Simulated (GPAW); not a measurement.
# CaC2 (I4/mmm): G0W0 with GPAW, start to end

Wanted: ground state, empty states, screening and self-energy for CaC2 (I4/mmm).

Program: GPAW 26.7.0. Level of theory: LDA and many-body steps on it, plane waves. Results are calculated unless marked as measured.

## Step 1: The structure

Symmetry: I4/mmm, No. 139, tetragonal system. The conventional cell has a = 3.869 Å, b = 3.869 Å, c = 6.404 Å, α = 90.00°, β = 90.00°, γ = 90.00°. Nearest to Ca lie 10 C at 2.58 to 2.81 Å. Nearest to C lie 1 C at 1.25 Å and 5 Ca at 2.58 to 2.81 Å. Farther neighbours are not listed.

The cell and positions are those that the Materials Project relaxed with its own functionals (PBE, PBE+U or r2SCAN), kept fixed.

## Step 2: Ground state

This step: GPAW 26.7.0; DFT, LDA, plane waves, PAW.

The ground-state density comes first.

Input file run.py:

```python
import json
import numpy as np
from gpaw.mpi import world
from ase import Atoms
from gpaw import GPAW, PW, FermiDirac

atoms = Atoms(['Ca', 'C', 'C'],
    cell=[[-1.9342985994, 1.9342985994, 3.2021112425],
      [1.9342985994, -1.9342985994, 3.2021112425],
      [1.9342985994, 1.9342985994, -3.2021112425]],
    scaled_positions=[[0.0000000000, 0.0000000000, 0.0000000000],
      [0.5978927200, 0.5978927200, 0.0000000000],
      [0.4021072800, 0.4021072800, 0.0000000000]],
    pbc=(True, True, True))
calc = GPAW(mode=PW(600),
    xc='LDA',
    kpts={'size': (8, 8, 8), 'gamma': True},
    occupations=FermiDirac(0.001),
    nbands=-7,
    convergence={'density': 1e-6, 'bands': -3},
    maxiter=100,
    txt='gs.txt')
atoms.calc = calc
res = {'energy': atoms.get_potential_energy()}
kpts = calc.get_ibz_k_points()
res['kpts'] = kpts
res['eigenvalues'] = [calc.get_eigenvalues(kpt=k) for k in range(len(kpts))]
res['n_electrons'] = calc.get_number_of_electrons()
calc.write('gs.gpw')

if world.rank == 0:
    with open('result.json', 'w') as f:
        json.dump(res, f, default=lambda x: x.tolist())
```

Started as:

```
> mpirun -n 4 gpaw python run.py
```

Output:

```text
__  _  _
 | _ |_)|_||  |
 |__||  | ||/\| - 26.7.0

Input parameters:
  mode=PW(ecut=600.0),
  convergence={'density': 1e-06, 'bands': -3},
  kpts=MonkhorstPack(size=(8, 8, 8), gamma=True),
  maxiter=100,
  nbands=-7,
  occupations=Occupations(name='fermi-dirac', width=0.001, fixmagmom=False),
  xc=XC(name='LDA')
  [... matrices ...]
Diagonalizing LCAO Hamiltonian
Converting LCAO to pw mode

       C
       C

       Ca

Atoms  # Å, Bohr magnetons
|   | symbol |        x |         y |        z |    initial magnetic moments |
| 0 |     Ca | 0.000000 |  0.000000 | 0.000000 | ( 0.0000,  0.0000,  0.0000) |
| 1 |      C | 0.000000 | -0.000000 | 3.829038 | ( 0.0000,  0.0000,  0.0000) |
| 2 |      C | 0.000000 | -0.000000 | 2.575184 | ( 0.0000,  0.0000,  0.0000) |

Unit cell  # Å
| periodic |         x |         y |         z |  lengths |     angles |
|      yes | -1.934299 |  1.934299 |  3.202111 | 4.211477 | 125.317110 |
|      yes |  1.934299 | -1.934299 |  3.202111 | 4.211477 | 125.317110 |
|      yes |  1.934299 |  1.934299 | -3.202111 | 4.211477 |  81.013448 |

Number of symmetries: 16
Symmetry operations  # r_c * U_cc + t_c -> r_c
|    | kind |            matrix            |
|  0 |  σ   |  1, 1, 1,  0, 0,-1,  0,-1, 0 |
|  1 |  C4  |  1, 1, 1,  0, 0,-1, -1, 0, 0 |
|  2 |  E   |  1, 0, 0,  0, 1, 0,  0, 0, 1 |
|  3 |  σ   |  1, 0, 0,  0, 1, 0, -1,-1,-1 |
|  4 |  σ   |  0, 1, 0,  1, 0, 0,  0, 0, 1 |
|  5 |  C2  |  0, 1, 0,  1, 0, 0, -1,-1,-1 |
|  6 |  C2  |  0, 0, 1, -1,-1,-1,  1, 0, 0 |
|  7 |  S4  |  0, 0, 1, -1,-1,-1,  0, 1, 0 |
|  8 |  C4  |  0, 0,-1,  1, 1, 1,  0,-1, 0 |
|  9 |  σ   |  0, 0,-1,  1, 1, 1, -1, 0, 0 |
| 10 |  σ   |  0,-1, 0, -1, 0, 0,  1, 1, 1 |
| 11 |  C2  |  0,-1, 0, -1, 0, 0,  0, 0,-1 |
| 12 |  C2  | -1, 0, 0,  0,-1, 0,  1, 1, 1 |
| 13 |  i   | -1, 0, 0,  0,-1, 0,  0, 0,-1 |
| 14 |  S4  | -1,-1,-1,  0, 0, 1,  1, 0, 0 |
| 15 |  C2  | -1,-1,-1,  0, 0, 1,  0, 1, 0 |

BZ-sampling:
  Number of BZ points: 512
  Number of IBZ points: 59

  Monkhorst-Pack size: [8, 8, 8]
  Monkhorst-Pack shift: [0.0625, 0.0625, 0.0625]

K-points  # in reciprocal-cell coordinates
|     |                                coordinates |     weight |
|   0 | (  0.00000000,   0.00000000,   0.00000000) | 0.00195312 |
|   1 | (  0.12500000,  -0.12500000,   0.00000000) | 0.00781250 |
|   2 | (  0.12500000,  -0.12500000,   0.12500000) | 0.00781250 |
|   3 | (  0.12500000,   0.00000000,   0.00000000) | 0.01562500 |
|   4 | (  0.12500000,   0.12500000,  -0.12500000) | 0.00390625 |
|   5 | (  0.25000000,  -0.25000000,   0.00000000) | 0.00781250 |
|   6 | (  0.25000000,  -0.25000000,   0.12500000) | 0.01562500 |
|   7 | (  0.25000000,  -0.25000000,   0.25000000) | 0.00781250 |
|   8 | (  0.25000000,  -0.12500000,   0.00000000) | 0.03125000 |
|   9 | (  0.25000000,  -0.12500000,   0.12500000) | 0.01562500 |
| ... |                                            |            |
|  58 | (  0.50000000,   0.50000000,   0.50000000) | 0.00195312 |

Plane wave coefficients: 1621
Cutoff: 600.0 eV

Spin-components: 1 (collinear spins)
Bands:           16
Projectors:      15
Spin-degeneracy: 2
Datatype:        complex128

  Storage: CPU
  Wave functions: 24_483_584 bytes (6_120_896 per core)
  Projectors: 33_664_928 bytes (8_416_232 per core)
  [... matrices ...]
Parallelization:
  kpt:    4
  domain: 1
  band:   1

Density:
  Valence electrons: 18.0
  Components: 1
  Grid points: [24 24 24]
  Charge: 0.0  # |e|

Potential:
  Grid points: [24 24 24]

species:
  Ca:
    name:    Calcium
    Z:       20.0
    valence: 10
    core:    10
    charge:  0.0  # [|e|]
    compensation charges:
      type: gauss
      rc: 0.37  # [Å]
      lmax: 2
    cutoffs:
      filter: 2.10  # [Å]
      core: 1.17  # [Å]
    projectors
    | kind |    occ | energy [eV] | rcut [Å] |
    |   3s |  2.000 |     -46.826 |    1.175 |
    |   4s |  2.000 |      -3.864 |    1.175 |
    |   3p |  6.000 |     -27.986 |    1.154 |
    |    p |        |      -0.774 |    1.154 |
    |    d |        |       0.000 |    0.937 |

    Using partial waves for Ca as LCAO basis

  C:
    name:    Carbon
    Z:       6.0
    valence: 4
    core:    2
    charge:  0.0  # [|e|]
    compensation charges:
      type: gauss
      rc: 0.20  # [Å]
      lmax: 2
    cutoffs:
      filter: 1.14  # [Å]
      core: 1.14  # [Å]
    projectors
    | kind |    occ | energy [eV] | rcut [Å] |
    |   2s |  2.000 |     -13.639 |    0.635 |
    |   2p |  2.000 |      -5.414 |    0.635 |
    |    s |        |      13.573 |    0.635 |
    |    p |        |      21.797 |    0.635 |
    |    d |        |       0.000 |    0.635 |

    Using partial waves for C as LCAO basis

Reference energy: -20504.017930  # eV

eigensolver:
  PPCG
  Converge bands: -3
  niter=2

density mixing:
  MSR1-Mixer
  Pratt-step length: 0.05
  Maximum mixing coefficient: 0.75
  Old densities: 10
  SVD Regularization: 0.005
  Good broyden scale: 1.0
  Trust region scale: 1.0
  Backstep threshold: 4.0
  History deletion threshold: 6.0
  Fourier metric: weight=20.0, sigma=0.015

occupation numbers:
  Fermi-Dirac:
    width: 0.0010  # eV

poisson solver:
  ecut: 4800.0  # eV

xc functional:
  name: None

Initialization done in: 2.414 s

convergence criteria:
- Maximum integral of absolute [dens]ity change: 1e-06 electrons / valence electron
- Maximum [total energy] change in last 3 cyles: 0.0005 eV / valence electron
- Maximum integral of absolute [eigenst]ate change: 4e-08 eV^2 / valence electron
maximum number of iterations: 100

SCF iterations
|iter     |     time |      energy | eigst |  dens |
|iter:   1|  |  -24.601008 | +1.53 |       |
|iter:   2|  |  -24.133578 | +0.44 | -0.89 |
|iter:   3|  |  -22.270701 | +0.16 | -0.94 |
|iter:   4|  |  -22.260097 | -0.52 | -1.61 |
|iter:   5|  |  -22.259676 | -1.06 | -2.02 |
|iter:   6|  |  -22.259731c| -2.06 | -2.93 |
|iter:   7|  |  -22.259735c| -2.83 | -3.51 |
|iter:   8|  |  -22.259735c| -1.92 | -4.31 |
|iter:   9|  |  -22.259735c| -2.41 | -4.92 |
|iter:  10|  |  -22.259735c| -2.61 | -5.98 |
|iter:  11|  |  -22.259735c| -3.47 | -6.64c|
|iter:  12|  |  -22.259735c| -3.88 | -7.27c|
|iter:  13|  |  -22.259735c| -5.33 | -8.44c|
|iter:  14|  |  -22.259735c| -6.68 | -9.02c|
|iter:  15|  |  -22.259735c| -7.51c| -9.64c|

Converged in 15 steps
SCF loop duration: 10.370 s (0.691 s/step)
Energy contributions relative to reference atoms: (reference = -20504.017930)
  [... matrices ...]
Energy contributions:
  Kinetic:          17.299496
  Coulomb:         -16.206231
  Zero:             -0.569017
  External:          0.000000
  Xc:              -22.783983
  Entropy:          -0.000000
  Spinorbit:         0.000000
  ----------------------------
  Free energy:     -22.259735
  Extrapolated:    -22.259735

dipole moment: (-14.084476, -14.084476, 2.115447)  # |e|*Ang

Fermi level: 3.267
Eigenvalues  # (at kpt = [0.000, 0.000, 0.000])
| band index |      eig [eV] | occ [0-2] |
|          0 |       -35.630 |     2.000 |
|          1 |       -16.913 |     2.000 |
|          2 |       -16.913 |     2.000 |
|          3 |       -16.795 |     2.000 |
|          4 |        -9.788 |     2.000 |
|          5 |         0.203 |     2.000 |
|          6 |         0.847 |     2.000 |
|          7 |         1.950 |     2.000 |
|          8 |         1.950 |     2.000 |
|          9 |         6.061 |     0.000 |
|         10 |         6.061 |     0.000 |
|         11 |         7.149 |     0.000 |
|         12 |         8.011 |     0.000 |
|         13 |         8.703 |     0.000 |
|         14 |        12.068 |     0.000 |
|         15 |        12.068 |     0.000 |

Gap: 1.189 eV
Transition (v -> c):
  (s=0, k=58, n=8, [0.50, 0.50, 0.50]) -> (s=0, k=54, n=9, [0.50, 0.50, 0.00])
Direct/indirect transitions are different
Direct gap: 2.249 eV
Transition at: (s=0, k=54, n=8, [0.50, 0.50, 0.00])
# Writing to gs.gpw (mode='')
  [... matrices ...]
```

Run time: 16 s. Hardware: 4 MPI ranks of Intel Xeon Platinum 8223CL at 3.00GHz (Skylake/Cascade Lake), shared host; peak memory 0.68 GiB; 62 s of CPU time.

Numbers from this step:

| Property | Result |
| --- | --- |
| total energy | -22.26 eV |
| gap | 1.189 eV |
| k of the valence top | 0.5, 0.5, 0.5 |
| k of the conduction bottom | 0.5, 0.5, 0 |
| least direct gap | 2.249 eV |

The gap is indirect, with the least direct gap 1.06 eV higher.

## Step 3: Bands along the symmetry lines

Levels along a band path, at the cheap level, show where the edges lie and whether the meshes to come will hold them.

Input file run.py:

```python
import json
import numpy as np
from gpaw.mpi import world
from gpaw import GPAW

path = [[0.000000, 0.000000, 0.000000],
    [0.000000, 0.000000, 0.062500],
    [0.000000, 0.000000, 0.125000],
    [0.000000, 0.000000, 0.187500],
    [0.000000, 0.000000, 0.250000],
    [0.000000, 0.000000, 0.312500],
    [0.000000, 0.000000, 0.375000],
    [0.000000, 0.000000, 0.437500],
    [0.000000, 0.000000, 0.500000],
    [0.031250, 0.031250, 0.468750],
    [0.062500, 0.062500, 0.437500],
    [0.093750, 0.093750, 0.406250],
    [0.125000, 0.125000, 0.375000],
    [0.156250, 0.156250, 0.343750],
    [0.187500, 0.187500, 0.312500],
    [0.218750, 0.218750, 0.281250],
    [0.250000, 0.250000, 0.250000],
    [0.218750, 0.281250, 0.218750],
    [0.187500, 0.312500, 0.187500],
    [0.156250, 0.343750, 0.156250],
    [0.125000, 0.375000, 0.125000],
    [0.093750, 0.406250, 0.093750],
    [0.062500, 0.437500, 0.062500],
    [0.031250, 0.468750, 0.031250],
    [0.000000, 0.500000, 0.000000],
    [0.000000, 0.437500, 0.000000],
    [0.000000, 0.375000, 0.000000],
    [0.000000, 0.312500, 0.000000],
    [0.000000, 0.250000, 0.000000],
    [0.000000, 0.187500, 0.000000],
    [0.000000, 0.125000, 0.000000],
    [0.000000, 0.062500, 0.000000],
    [0.000000, 0.000000, 0.000000],
    [0.062500, 0.062500, -0.062500],
    [0.125000, 0.125000, -0.125000],
    [0.187500, 0.187500, -0.187500],
    [0.250000, 0.250000, -0.250000],
    [0.312500, 0.312500, -0.312500],
    [0.375000, 0.375000, -0.375000],
    [0.437500, 0.437500, -0.437500],
    [0.500000, 0.500000, -0.500000],
    [0.480153, 0.519847, -0.480153],
    [0.460306, 0.539694, -0.460306],
    [0.440459, 0.559541, -0.440459],
    [0.420613, 0.579387, -0.420613],
    [0.400766, 0.599234, -0.400766],
    [0.380919, 0.619081, -0.380919],
    [0.361072, 0.638928, -0.361072],
    [0.341225, 0.658775, -0.341225],
    [-0.341225, 0.341225, 0.341225],
    [-0.298572, 0.298572, 0.298572],
    [-0.255919, 0.255919, 0.255919],
    [-0.213266, 0.213266, 0.213266],
    [-0.170613, 0.170613, 0.170613],
    [-0.127959, 0.127959, 0.127959],
    [-0.085306, 0.085306, 0.085306],
    [-0.042653, 0.042653, 0.042653],
    [0.000000, 0.000000, 0.000000],
    [-0.000000, 0.000000, 0.500000],
    [-0.022806, 0.022806, 0.500000],
    [-0.045613, 0.045613, 0.500000],
    [-0.068419, 0.068419, 0.500000],
    [-0.091225, 0.091225, 0.500000],
    [-0.114031, 0.114031, 0.500000],
    [-0.136838, 0.136838, 0.500000],
    [-0.159644, 0.159644, 0.500000],
    [-0.182450, 0.182450, 0.500000],
    [0.500000, 0.500000, -0.182450],
    [0.500000, 0.500000, -0.222144],
    [0.500000, 0.500000, -0.261838],
    [0.500000, 0.500000, -0.301531],
    [0.500000, 0.500000, -0.341225],
    [0.500000, 0.500000, -0.380919],
    [0.500000, 0.500000, -0.420613],
    [0.500000, 0.500000, -0.460306],
    [0.500000, 0.500000, -0.500000]]
calc = GPAW('gs.gpw').fixed_density(kpts=path,
    symmetry='off',
    nbands=19,
    convergence={'bands': 15},
    txt='bands.txt')
res = {}
kpts = calc.get_ibz_k_points()
res['kpts'] = kpts
res['eigenvalues'] = [calc.get_eigenvalues(kpt=k) for k in range(len(kpts))]
res['n_electrons'] = calc.get_number_of_electrons()

if world.rank == 0:
    with open('result.json', 'w') as f:
        json.dump(res, f, default=lambda x: x.tolist())
```

Started as:

```
> mpirun -n 4 gpaw python run.py
```

Output:

```text
Diagonalizing LCAO Hamiltonian
Converting LCAO to pw mode
convergence criteria:
- Maximum integral of absolute [eigenst]ate change: 4e-08 eV^2 / valence electron
maximum number of iterations: 100

SCF iterations
|iter     |     time |      energy | eigst |  dens |
|iter:   1|  |             | +2.00 |       |
|iter:   2|  |             | +1.15 |       |
|iter:   3|  |             | +0.16 |       |
[...]
|iter:   7|  |             | -5.67 |       |
|iter:   8|  |             | -7.02 |       |
|iter:   9|  |             | -7.85c|       |
SCF steps: 9
  __  _  _
 | _ |_)|_||  |
 |__||  | ||/\| - 26.7.0

Input parameters:
  mode=PW(ecut=600.0),
  convergence={'bands': 15},
  gpts=array([24, 24, 24]),
  kpts=KPoints(kpts=array([[ 0.      ,  0.      ,  0.      ],
         [ 0.      ,  0.      ,  0.0625  ],
         [ 0.      ,  0.      ,  0.125   ],
         [ 0.      ,  0.      ,  0.1875  ],
[...]
[ 0.480153,  0.519847, -0.480153],
         [ 0.460306,  0.539694, -0.460306],
         [ 0.440459,  0.559541, -0.440459],
[...]
[ 0.361072,  0.638928, -0.361072],
         [ 0.341225,  0.658775, -0.341225],
         [-0.341225,  0.341225,  0.341225],
         [-0.298572,  0.298572,  0.298572],
         [-0.255919,  0.255919,  0.255919],
[...]
[-0.085306,  0.085306,  0.085306],
         [-0.042653,  0.042653,  0.042653],
         [ 0.      ,  0.      ,  0.      ],
         [-0.      ,  0.      ,  0.5     ],
         [-0.022806,  0.022806,  0.5     ],
         [-0.045613,  0.045613,  0.5     ],
         [-0.068419,  0.068419,  0.5     ],
         [-0.091225,  0.091225,  0.5     ],
         [-0.114031,  0.114031,  0.5     ],
         [-0.136838,  0.136838,  0.5     ],
         [-0.159644,  0.159644,  0.5     ],
         [-0.18245 ,  0.18245 ,  0.5     ],
         [ 0.5     ,  0.5     , -0.18245 ],
         [ 0.5     ,  0.5     , -0.222144],
         [ 0.5     ,  0.5     , -0.261838],
         [ 0.5     ,  0.5     , -0.301531],
         [ 0.5     ,  0.5     , -0.341225],
         [ 0.5     ,  0.5     , -0.380919],
         [ 0.5     ,  0.5     , -0.420613],
         [ 0.5     ,  0.5     , -0.460306],
         [ 0.5     ,  0.5     , -0.5     ]])),
  maxiter=100,
  nbands=19,
  occupations=Occupations(name='fermi-dirac', width=0.001, fixmagmom=False),
  parallel={},
  symmetry=Symmetry(point_group=False, time_reversal=False),
  xc=XC(name='LDA')
  [... matrices ...]
timing:  # [seconds]
  Total: 0.063  # ━━━━━━━━━━━━━━━━━━━━━━━━━━━━━━━━━━━━━━━━━━━━━━━━━━━━━━━━━━━
```

Wall time 13 s (4 MPI ranks); peak memory 0.75 GiB.

Numbers from this step:

```
gap                        : 1.185 eV
k of the valence top       : 0.4375, 0.4375, -0.4375
k of the conduction bottom : 0, 0, 0.5
least direct gap           : 2.249 eV
```

The gap is 1.185 eV, −0.004 eV from the run before at this level.

The electronic bands at the labelled points (eV, zero at the top of the highest filled band):

```csv
point,band 6,band 7,band 8,band 9,band 10,band 11,band 12,band 13
Γ,-2.73,-2.09,-0.98,-0.98,3.13,3.13,4.22,5.08
halfway,-3.02,-2.61,-1.38,-1.27,1.99,5.29,5.81,5.87
X,-2.92,-2.74,-1.60,-1.06,1.19,5.69,6.36,7.07
halfway,-3.17,-2.64,-1.88,-0.71,1.81,4.81,6.45,7.07
P,-3.37,-2.33,-2.33,-0.40,3.21,3.21,6.62,7.07
halfway,-3.85,-2.26,-2.11,-0.60,3.81,3.97,6.54,7.01
N,-4.21,-2.33,-1.82,-0.84,4.81,5.87,5.96,6.16
halfway,-3.63,-1.92,-1.45,-1.11,3.64,3.98,4.98,6.21
Γ,-2.73,-2.09,-0.98,-0.98,3.13,3.13,4.22,5.08
halfway,-4.14,-1.37,-1.37,-0.34,3.59,4.70,4.70,5.67
M,-4.43,-1.61,-1.61,0.00,3.11,5.74,6.17,6.57
halfway,-4.32,-2.03,-1.68,-0.11,3.62,6.32,6.49,6.58
S,-4.00,-2.76,-1.81,-0.41,4.80,5.43,6.05,6.72
jump to S0,-4.00,-2.76,-1.81,-0.41,4.80,5.43,6.05,6.72
halfway,-3.10,-2.82,-1.56,-1.16,3.45,3.96,5.67,6.65
Γ,-2.73,-2.09,-0.98,-0.98,3.13,3.13,4.22,5.08
jump to X,-2.92,-2.74,-1.60,-1.06,1.19,5.69,6.36,7.07
halfway,-3.13,-2.69,-1.84,-0.89,1.65,5.75,6.53,6.79
R,-3.57,-2.52,-2.16,-0.64,2.81,5.93,5.99,6.57
jump to G,-3.57,-2.52,-2.16,-0.64,2.81,5.93,5.99,6.57
halfway,-4.21,-2.05,-1.99,-0.20,4.09,5.54,6.18,6.36
M,-4.43,-1.61,-1.61,0.00,3.11,5.74,6.17,6.57
```

The electronic bands as a text plot (rows in eV, shown from -8.0 to 5.8 only; labels by their first letter):

```
    5.5 |+++++   ++        + ++  + + ++++ ++   ++  + +++++    +
    4.9 |+ +       +      +++++++ +++  +       +++  ++ +    ++
    4.3 |++ +       +    ++   +  ++++ +       +  ++   ++    +++
    3.8 |  +         +  +      ++    +++     +    +++
    3.2 |++           ++        +++++   +++++      +++++       ++
    2.6 |  ++        +                                     +
    2.0 |    +      +                                     +
    1.5 |     ++++++                                    ++
    0.9 |
    0.3 |
   -0.3 |            ****              *********            *****
   -0.8 |**     *****    *******  *** *         ***   ******
   -1.4 |  ********            ***   *********     ***  *       *
   -2.0 |**        ***  *************       *******   ** *******
   -2.5 |****** **************     *          **   **********
   -3.1 |   **********          *** *           *****   ***
   -3.7 |             ***      *     **         **         **
   -4.3 |                ******        *********             ****
   -4.8 |
   -5.4 |
   -6.0 |
   -6.6 |
   -7.1 |
   -7.7 |
         Γ       X   P      N      Γ       M  S|S      Γ|XR|G   M
```

## Step 4: Empty states on the mesh, 4×4×4 mesh, 118 bands

The sums over transitions need many empty states on a uniform mesh; this step solves for them.

Input file run.py:

```python
import json
import numpy as np
from gpaw.mpi import world
from gpaw import GPAW

calc = GPAW('gs.gpw').fixed_density(kpts={'size': (4, 4, 4), 'gamma': True},
    parallel={'domain': 1, 'band': 1},
    txt='nscf.txt')
calc.diagonalize_full_hamiltonian(nbands=118)
calc.write('full.gpw', mode='all')
res = {}
kpts = calc.get_ibz_k_points()
res['kpts'] = kpts
res['eigenvalues'] = [calc.get_eigenvalues(kpt=k) for k in range(len(kpts))]
res['n_electrons'] = calc.get_number_of_electrons()

if world.rank == 0:
    with open('result.json', 'w') as f:
        json.dump(res, f, default=lambda x: x.tolist())
```

Started as:

```
> mpirun -n 4 gpaw python run.py
```

Output:

```text
Diagonalizing LCAO Hamiltonian
Converting LCAO to pw mode
convergence criteria:
- Maximum integral of absolute [eigenst]ate change: 4e-08 eV^2 / valence electron
maximum number of iterations: 100

SCF iterations
|iter     |     time |      energy | eigst |  dens |
|iter:   1|  |             | +1.55 |       |
|iter:   2|  |             | +0.60 |       |
|iter:   3|  |             | +0.03 |       |
[...]
|iter:  29|  |             | -7.12 |       |
|iter:  30|  |             | -7.37 |       |
|iter:  31|  |             | -7.64c|       |
SCF steps: 31
  __  _  _
 | _ |_)|_||  |
 |__||  | ||/\| - 26.7.0

Input parameters:
  mode=PW(ecut=600.0),
  convergence={'density': 1e-06, 'bands': -3},
  gpts=array([24, 24, 24]),
  kpts=MonkhorstPack(size=(4, 4, 4), gamma=True),
  maxiter=100,
  nbands=16,
  occupations=Occupations(name='fermi-dirac', width=0.001, fixmagmom=False),
  parallel={'domain': 1, 'band': 1},
  xc=XC(name='LDA')
Matrix size: 1621x1621
# Writing to full.gpw (mode='all')
  [... matrices ...]

timing:  # [seconds]
  Total: 13.359  # ━━━━━━━━━━━━━━━━━━━━━━━━━━━━━━━━━━━━━━━━━━━━━━━━━━━━━━━━━━
```

It took 25 s on 4 MPI ranks; peak memory 1.5 GiB.

Numbers from this step:

```yaml
gap: 1.189 eV
k_of_the_valence_top: 0.5, 0.5, 0.5
k_of_the_conduction_bottom: 0.5, 0.5, 0
least_direct_gap: 2.249 eV
k_points_computed: 13
lowest_point_of_the_top_converged_band_above_the_valence_top: 89.6380 eV
```

On this mesh the gap is 1.189 eV.

(Part 1 of 2 ends here.)

[Paths, hosts, dates, memory and timing lines, banners, echoed tables and standing remarks are left out of the program output.]

[Logs are printed without paths, hosts, clocks, repeated set-up lines and the standing remarks that a program may print on its own settings, such as how far it seeks lower states.]

[Runs of the session that timed out or met a known fault of the program may be left out.]

[Hosts, paths, dates, database ids (printed as entryN), source tags and the programs' standing remarks are cut or masked in the printed files.]
